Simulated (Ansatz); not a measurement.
**Kohn anomalies in ZnNi (P4/mmm)**

Wanted: frequencies of ZnNi (P4/mmm) solved wavevector by wavevector at several smearings. The first relaxation steps of the session are not shown, so no cell shown is the starting entry, unless a step says so.

Main program and level: Ansatz 0.2.0; DFT PBEsol, scalar-relativistic, plane waves, PAW.

Most raw output is cut from this account.

**1. The cell after earlier relaxation steps**

The structure is tetragonal, space group P4/mmm (No. 123). The conventional cell has a = 2.659 Å, b = 2.659 Å, c = 3.244 Å, α = 90.00°, β = 90.00°, γ = 90.00°. Nearest to Zn lie 8 Ni at 2.48 Å and 4 Zn at 2.66 Å. Ni has 8 Zn at 2.48 Å and 4 Ni at 2.66 Å nearest. Farther neighbours are not listed.

**2. Tight relaxation**

Phonons are second derivatives about the minimum, so the remaining forces must be small: the thresholds are tightened. Earlier relaxation steps are not shown.

Contents of input.yaml:

```yaml
crystal:
  lattice:
    - [2.658694992, 0.0, 0.0]
    - [0.0, 2.658694992, 0.0]
    - [0.0, 0.0, 3.244217296]
  atoms:
    - { symbol: Zn, position: [0.5, 0.5, 0.5] }
    - { symbol: Ni, position: [0.0, 0.0, 0.0] }
kpoints:
  mp_grid: { grid: [12, 12, 10] }
hamiltonian:
  xc: pbesol
scf:
  occupations: { method: methfessel_paxton, width: 0.2 }
output:
  forces: true
  stress: true
  eigenvalues: true
relax:
  adjacent_minimum: "off"
  f_tol: 0.001
  max_steps: 60
  cell: { stress_tol: 0.01 }
```

Run with:

```
> ansatz run input.yaml --threads 4 --pin off --max-ram 8192MiB --backend cpu --events-out ev --progress --plain --runs-dir out
```

Wall time 3.9 s (4 threads of Arm Neoverse V2, shared host); peak memory 0.39 GiB; 14 s of CPU time.

This run has no spin polarisation, although Ni can carry a moment.

Little changed from the start: no atom moved by 0.005 Å and no cell edge by 0.1 %.

Numbers from this step:

| Quantity | Value |
| --- | --- |
| pressure | 6.09e-4 GPa |
| volume per atom | 11.46 Å³ |
| metallic on mesh | yes |
| gap on the k-mesh | 0 eV |

The largest force is now zero by symmetry and the largest stress component 0.0011 GPa, small enough for phonons.

**3. Wavevectors along a line: Fermi–Dirac smearing of 0.1 eV**

Each wavevector is solved by itself, so no interpolation smooths a dip of the branch.

Contents of input.yaml:

```yaml
crystal:
  lattice:
    - [2.6585393806, 0.0, 0.0]
    - [0.0, 2.6585393806, 0.0]
    - [0.0, 0.0, 3.2441670669]
  atoms:
    - { symbol: Zn, position: [0.5, 0.5, 0.5] }
    - { symbol: Ni, position: [0.0, 0.0, 0.0] }
kpoints:
  mp_grid: { grid: [20, 20, 16] }
hamiltonian:
  xc: pbesol
scf:
  occupations: { method: fermi_dirac, width: 0.1 }
output:
  eigenvalues: true
phonons:
  method: dfpt
  qpoints: [[0, 0, 0], [0.0, 0.25, 0.0], [0.0, 0.5, 0.0]]
```

The job ended after 3.2 min (4 threads; peak memory 2.7 GiB; 12 min of CPU time).

Each wavevector solved by linear response. Frequency against |q| along the line:

| \|q\| along the line (Å⁻¹) | mode 1 (cm⁻¹) | mode 2 (cm⁻¹) | mode 3 (cm⁻¹) | mode 4 (cm⁻¹) | mode 5 (cm⁻¹) | mode 6 (cm⁻¹) |
| --- | --- | --- | --- | --- | --- | --- |
| 0.000 | 0 | 0 | 0 | 222 | 222 | 267 |
| 0.591 | 87.8 | 110 | 149 | 206 | 234 | 247 |
| 1.182 | 156 | 167 | 187 | 200 | 215 | 234 |

**4. Phonons along a line: Fermi–Dirac smearing of 0.25 eV**

The smearing blurs the Fermi surface that screens the phonons; a Fermi–Dirac width is an electronic temperature.

Edit input.yaml of step 3 so:

```diff
@@ -13,3 +13,3 @@
 scf:
-  occupations: { method: fermi_dirac, width: 0.1 }
+  occupations: { method: fermi_dirac, width: 0.25 }
 output:
```

Wider smearing eases the sum over k-points of a metal but moves the result away from its zero-temperature value.

It took 3.3 min on 4 threads; peak memory 2.7 GiB.

Each wavevector solved by linear response. Frequency against |q| along the line:

| \|q\| along the line (Å⁻¹) | mode 1 (cm⁻¹) | mode 2 (cm⁻¹) | mode 3 (cm⁻¹) | mode 4 (cm⁻¹) | mode 5 (cm⁻¹) | mode 6 (cm⁻¹) |
| --- | --- | --- | --- | --- | --- | --- |
| 0.000 | 0 | 0 | 0 | 223 | 223 | 268 |
| 0.591 | 87.6 | 110 | 147 | 207 | 231 | 248 |
| 1.182 | 156 | 166 | 187 | 199 | 213 | 231 |

Against step 3 (now smearing width 0.25 eV), the free energy moves by -36.9 meV an atom.

**5. Wavevectors along a line: Fermi–Dirac smearing of 0.04 eV**

Edit input.yaml of step 4 so:

```diff
@@ -13,3 +13,3 @@
 scf:
-  occupations: { method: fermi_dirac, width: 0.25 }
+  occupations: { method: fermi_dirac, width: 0.04 }
 output:
```

Narrower smearing comes nearer the zero-temperature value but asks more of the mesh.

Run time: 3.1 min. Hardware: 4 threads; peak memory 2.7 GiB.

Each wavevector solved by linear response. Frequency against |q| along the line:

```csv
|q| along the line (Å⁻¹),mode 1 (cm⁻¹),mode 2 (cm⁻¹),mode 3 (cm⁻¹),mode 4 (cm⁻¹),mode 5 (cm⁻¹),mode 6 (cm⁻¹)
0.000,0,0,0,222,222,267
0.591,88.0,110,149,206,234,247
1.182,156,167,186,200,215,234
```

Against step 3 (now smearing width 0.04 eV), the free energy moves by +4.3 meV an atom.

**6. Wavevectors along a line: Methfessel–Paxton smearing of 0.2 eV**

The smearing blurs the Fermi surface that screens the phonons; a Methfessel–Paxton width blurs it less than a thermal one.

Edit input.yaml of step 5 so:

```diff
@@ -13,3 +13,3 @@
 scf:
-  occupations: { method: fermi_dirac, width: 0.04 }
+  occupations: { method: methfessel_paxton, width: 0.2 }
 output:
```

The job ended after 3.2 min (4 threads; peak memory 2.7 GiB; 12 min of CPU time).

Each wavevector solved by linear response. The frequency by |q| along the line:

```
|q| along the line (Å⁻¹)  mode 1 (cm⁻¹)  mode 2 (cm⁻¹)  mode 3 (cm⁻¹)  mode 4 (cm⁻¹)  mode 5 (cm⁻¹)  mode 6 (cm⁻¹)
                   0.000              0              0              0            222            222            267
                   0.591           88.0            110            149            206            234            247
                   1.182            156            167            186            200            215            234
```

Against step 3 (now occupations Methfessel-Paxton and smearing width 0.2 eV), the free energy moves by +5.1 meV an atom.

**7. The lowest branch at each setting**

The lowest frequency by |q| along the line:

| \|q\| along the line (Å⁻¹) | fermi dirac 0.1 eV, k 20x20x16 (cm⁻¹) | fermi dirac 0.25 eV, k 20x20x16 (cm⁻¹) | fermi dirac 0.04 eV, k 20x20x16 (cm⁻¹) | methfessel paxton 0.2 eV, k 20x20x16 (cm⁻¹) |
| --- | --- | --- | --- | --- |
| 0.000 | 0 | 0 | 0 | 0 |
| 0.591 | 87.8 | 87.6 | 88.0 | 88.0 |
| 1.182 | 156 | 156 | 156 | 156 |

**8. Summary of results**

| Quantity | Value |
| --- | --- |
| phonon run of the rows without a label of their own | PBEsol, k 20×20×16 |
| lowest branch at the last solved point, Fermi–Dirac 0.1 eV | 156 cm⁻¹ at \|q\| = 1.18 Å⁻¹ |
| lowest branch at the last solved point, Fermi–Dirac 0.25 eV | 156 cm⁻¹ at \|q\| = 1.18 Å⁻¹ |
| lowest branch at the last solved point, Fermi–Dirac 0.04 eV | 156 cm⁻¹ at \|q\| = 1.18 Å⁻¹ |
| lowest branch at the last solved point, Methfessel–Paxton 0.2 eV | 156 cm⁻¹ at \|q\| = 1.18 Å⁻¹ |

No branch softens by more than 4 % of the top frequency as the smearing narrows, so no anomaly that hangs on the smearing shows at these points. The line holds 3 wavevectors, so a narrow dip between them would be missed. Between Fermi–Dirac 0.25 eV and Fermi–Dirac 0.04 eV the largest change, with modes counted by rank of frequency, is in mode 5 at |q| = 0.591 Å⁻¹, from 231 to 234 cm⁻¹; the branches hardly feel the smearing. Where branches cross, a count by rank can hide a softening. At the narrowest width the k mesh may not resolve the Fermi surface, so part of the change can be mesh noise.

[Logs are printed without paths, hosts, clocks, repeated set-up lines and the standing remarks that a program may print on its own settings, such as how far it seeks lower states.]

[Hosts, paths, dates, database ids (printed as entryN), source tags and the programs' standing remarks are cut or masked in the printed files.]
